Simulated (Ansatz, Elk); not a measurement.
# Bonding as seen by X-rays: KCdCuSe2

Structure refinements treat a crystal as free atoms side by side. For a made-up structure of KCdCuSe2 (cell and positions from a PBE relaxation) the runs below show what the calculated density changes in F(hkl).

Calculated with Elk 11.2.3 (patched build); DFT, PBE, all-electron APW+lo, Dirac cores, scalar-relativistic bands, static density, no spin.

This account leaves out most program logs.

The structure was built from a prototype and need not be the compound's stable phase.

## (1) Starting point

Symmetry: I-4m2, No. 119, tetragonal system. The conventional cell has a = 4.217 Å, b = 4.217 Å, c = 14.332 Å, α = 90.00°, β = 90.00°, γ = 90.00°. Cd has 4 Se at 2.67 Å and 4 Cu at 2.98 Å nearest. Nearest to Se lie 2 Cd at 2.67 Å and 2 Cu at 2.67 Å and 4 K at 3.56 Å. Nearest to Cu lie 4 Se at 2.67 Å and 4 Cd at 2.98 Å. Nearest to K lie 8 Se at 3.56 Å. Farther neighbours and most contacts between anions are not listed.

## (2) Ground state and structure factors

An all-electron density is needed, since X-rays see the cores too. Task 0 finds the density and task 195 Fourier-transforms it; tshift is off so that phases refer to the origin typed.

elk.in reads:

```
tasks
  0
  195

xctype
  20

spinpol
  .false.

rgkmax
  7.0

gmaxvr
  14.0

lmaxo
  7

lmaxapw
  8

swidth
  0.002

tshift
  .false.

ramdisk
  .false.

hmaxvr
  5.5

maxscl
  120

epspot
  1e-06

sppath
  './'

avec
  -3.98410560990 3.98410560990 13.54220833408
  3.98410560990 -3.98410560990 13.54220833408
  3.98410560990 3.98410560990 -13.54220833408

atoms
  4
  'Cd.in'
  1
  0.7500000000 0.2500000000 0.5000000000   0.000000 0.000000 0.000000
  'Se.in'
  2
  0.3637830808 0.3637830808 0.0000000000   0.000000 0.000000 0.000000
  0.6362169192 0.6362169192 -0.0000000000   0.000000 0.000000 0.000000
  'Cu.in'
  1
  0.2500000000 0.7500000000 0.5000000000   0.000000 0.000000 0.000000
  'K.in'
  1
  0.0000000000 0.0000000000 -0.0000000000   0.000000 0.000000 0.000000

ngridk
  8 8 8
```

Run with:

```bash
$ OMP_NUM_THREADS=4 elk
```

The job ended after 90 s (4 threads of Intel Xeon Platinum 8488C (Sapphire Rapids), shared host; peak memory 0.32 GiB; 5 min of CPU time).

SFACRHO.OUT:

```text

h k l indices transformed by vhmat matrix:
   1.000000000       0.000000000       0.000000000    
   0.000000000       1.000000000       0.000000000    
   0.000000000       0.000000000       1.000000000    

      h      k      l  multipl.   |H|            Re(F)            Im(F)           |F|

      0      0      0      1   0.0000000       164.00000     -0.53507925E-16   164.00000    
      1      1     -1      2  0.46397051      -65.771774      0.94123348E-14   65.771774    
      0     -1      1      4  0.82194832      -24.075776       17.154880       29.562357    
      0     -1      0      4  0.82194832      -24.075776      -17.154880       29.562357    
     -2     -2      2      2  0.92794102       26.300211     -0.56335907E-13   26.300211    
     -2     -1      2      4   1.0517301       63.584748       16.449997       65.678174    
      1      2     -1      4   1.0517301       63.584748      -16.449997       65.678174    
      0      0      1      4   1.1151519       6.3434504      0.11731195E-13   6.3434504    
      2      0     -1      8   1.2078213       70.430873     -0.37625200E-14   70.430873    
     -3     -3      3      2   1.3919115      -25.973920      0.16839058E-13   25.973920    
     -3     -2      3      4   1.4025729       35.663629      -15.315627       38.813179    
      3      2     -3      4   1.4025729       35.663629       15.315627       38.813179    
     -2     -2      3      8   1.4507372      -97.458494     -0.10099905E-12   97.458494    
     -1      1      1      4   1.5770629       121.99681     -0.19992925E-13   121.99681    
      2      0      0      4   1.6438966      -52.250219      0.28575837E-01   52.250227    
      0     -2      2      4   1.6438966      -52.250219     -0.28575837E-01   52.250227    
      1     -2      1      8   1.7784056      -20.043767      -14.166175       24.544513    
      0     -1     -1      8   1.7784056      -20.043767       14.166175       24.544513
```

Elk indexes on the primitive cell of elk.in and gives |H| = 4π sin θ/λ in inverse bohr. Below, one row stands for each form hkl of the conventional cell (m members, Friedel mates merged), F is for one primitive cell and the density is static (no thermal factor). Free-atom factors are Waasmaier and Kirfel's, and R is Σm||F|−|F'||/Σm|F|.

| hkl | m | sin θ/λ (Å⁻¹) | abs F, DFT | neutral atoms | diff. | abs of complex diff. |
| --- | --- | --- | --- | --- | --- | --- |
| 002 | 2 | 0.070 | 65.772 | 65.823 | -0.051 | 0.051 |
| 101 | 8 | 0.124 | 29.562 | 29.369 | +0.193 | 0.256 |
| 004 | 2 | 0.140 | 26.300 | 26.866 | -0.565 | 0.565 |
| 103 | 8 | 0.158 | 65.678 | 65.441 | +0.237 | 0.238 |
| 110 | 4 | 0.168 | 6.343 | 5.844 | +0.499 | 0.499 |
| 112 | 8 | 0.182 | 70.431 | 70.731 | -0.301 | 0.301 |
| 006 | 2 | 0.209 | 25.974 | 26.321 | -0.347 | 0.347 |
| 105 | 8 | 0.211 | 38.813 | 38.724 | +0.089 | 0.173 |
| 114 | 8 | 0.218 | 97.459 | 97.897 | -0.439 | 0.439 |
| 200 | 4 | 0.237 | 121.997 | 122.500 | -0.503 | 0.503 |
| 202 | 8 | 0.247 | 52.250 | 52.672 | -0.421 | 0.422 |
| 211 | 16 | 0.267 | 24.545 | 24.538 | +0.007 | 0.242 |
| 116 | 8 | 0.268 | 87.397 | 87.774 | -0.377 | 0.377 |
| 107 | 8 | 0.272 | 37.311 | 37.423 | -0.112 | 0.270 |
| 204 | 8 | 0.275 | 20.515 | 20.622 | -0.107 | 0.113 |
| 008 | 2 | 0.279 | 106.681 | 107.050 | -0.369 | 0.369 |
| 213 | 16 | 0.285 | 52.947 | 53.076 | -0.130 | 0.269 |
| 206 | 8 | 0.316 | 22.368 | 22.392 | -0.024 | 0.028 |
| 215 | 16 | 0.317 | 32.528 | 32.430 | +0.098 | 0.169 |
| 118 | 8 | 0.326 | 2.403 | 2.471 | -0.067 | 0.067 |
| 220 | 4 | 0.335 | 104.368 | 104.653 | -0.285 | 0.285 |
| 109 | 8 | 0.336 | 13.405 | 13.282 | +0.123 | 0.134 |

## (3) The highest occupied states alone

An energy window below the Fermi level keeps the highest occupied states, to see at which angles they scatter; shallow core shells can lie inside it and anion s states outside. No new self-consistency is needed.

elk.in, as its differences from that of step 2:

```diff
@@ -1,3 +1,2 @@
 tasks
-  0
   195
@@ -40,2 +39,5 @@
 
+wsfac
+  -0.296280 0.444710
+
 sppath
```

Run with:

```bash
$ OMP_NUM_THREADS=4 elk
```

The job ended after 13 s (4 threads; peak memory 0.22 GiB; 18 s of CPU time).

States within 12 eV below the Fermi level hold 32.02 electrons; any levels below the window count with the cores. Their amplitudes can exceed the total, where window and core parts have opposite phase:

| hkl | sin θ/λ (Å⁻¹) | abs F, window | abs F, all |
| --- | --- | --- | --- |
| 002 | 0.070 | 20.962 | 65.772 |
| 101 | 0.124 | 3.151 | 29.562 |
| 004 | 0.140 | 12.258 | 26.300 |
| 103 | 0.158 | 2.542 | 65.678 |
| 110 | 0.168 | 11.739 | 6.343 |
| 112 | 0.182 | 13.363 | 70.431 |
| 006 | 0.209 | 11.678 | 25.974 |
| 105 | 0.211 | 1.470 | 38.813 |
| 114 | 0.218 | 12.356 | 97.459 |
| 200 | 0.237 | 10.925 | 121.997 |

## (4) Another functional

The difference from free atoms is small, so it is set against the change that LDA (Perdew-Wang) makes.

elk.in, as its differences from that of step 3:

```diff
@@ -1,2 +1,3 @@
 tasks
+  0
   195
@@ -4,3 +5,3 @@
 xctype
-  20
+  3
 
@@ -39,5 +40,2 @@
 
-wsfac
-  -0.296280 0.444710
-
 sppath
```

Run with:

```bash
$ OMP_NUM_THREADS=4 elk
```

Run time: 65 s. Hardware: 4 threads; peak memory 0.25 GiB; 3.8 min of CPU time.

Against the first run R = 0.05 %; the largest change is -0.060 at 204.

## (5) Basis size

The basis and the expansions that go with it are enlarged, to see whether the differences are converged.

elk.in, as its differences from that of step 4:

```diff
@@ -5,3 +5,3 @@
 xctype
-  3
+  20
 
@@ -11,12 +11,12 @@
 rgkmax
-  7.0
+  8.5
 
 gmaxvr
-  14.0
+  18.0
 
 lmaxo
-  7
+  9
 
 lmaxapw
-  8
+  10
```

Run with:

```bash
$ OMP_NUM_THREADS=4 elk
```

It took 4.1 min on 4 threads; peak memory 0.61 GiB.

Against the first run R = 0.01 %; the largest change is -0.010 at 316.

## (6) Settings against the effect

| run | R against the first run (%) | R against neutral atoms, low angle (%) | wall time |
| --- | --- | --- | --- |
| PBE, rgkmax 7 | 0.00 | 0.44 | 90 s |
| LDA (Perdew-Wang) | 0.05 | 0.45 | 65 s |
| rgkmax 8.5 with larger expansions | 0.01 | 0.43 | 4.1 min |

## (7) Outcome

```json
{
  "R against neutral atoms, sin θ/λ < 0.3 Å⁻¹": "0.44 %",
  "R against neutral atoms, 0.3 to 0.72 Å⁻¹": "0.19 %"
}
```

**Reading.** Independent neutral atoms miss the calculated amplitudes by R = 0.44 % below 0.3 Å⁻¹ and 0.19 % from there to 0.72 Å⁻¹; by shells, 0.66 % below 0.15 Å⁻¹ (3 forms), 0.42 % 0.15 to 0.3 (14 forms), 0.17 % 0.3 to 0.45 (27 forms), 0.19 % above 0.45 (105 forms). Bonding, aspherical density and the tables' own atoms all enter these figures, and the runs don't part them. The largest change of an amplitude is -0.57 electrons, at 004. R counts amplitudes alone; phases shift too. The window's part falls from 32.0 electrons at the origin to at most 3.11 between 0.45 and 0.72 Å⁻¹, where compact states inside the window still scatter. Below 0.3 Å⁻¹ the changes that finished (LDA (Perdew-Wang) and rgkmax 8.5 with larger expansions) move F by R = 0.04 % at most, against the 0.44 % that separates it from free atoms. The k-mesh has no finished test. These runs have no spin, though d or f shells may be open. Part of the difference isn't bonding: the tables are fits to free atoms and ions calculated by other methods than this functional. Thermal motion, anomalous dispersion and extinction are left out.

[Logs are printed without paths, hosts, clocks, repeated set-up lines and the standing remarks that a program may print on its own settings, such as how far it seeks lower states.]

[Hosts, paths, dates, database ids (printed as entryN), source tags and the programs' standing remarks are cut or masked in the printed files.]
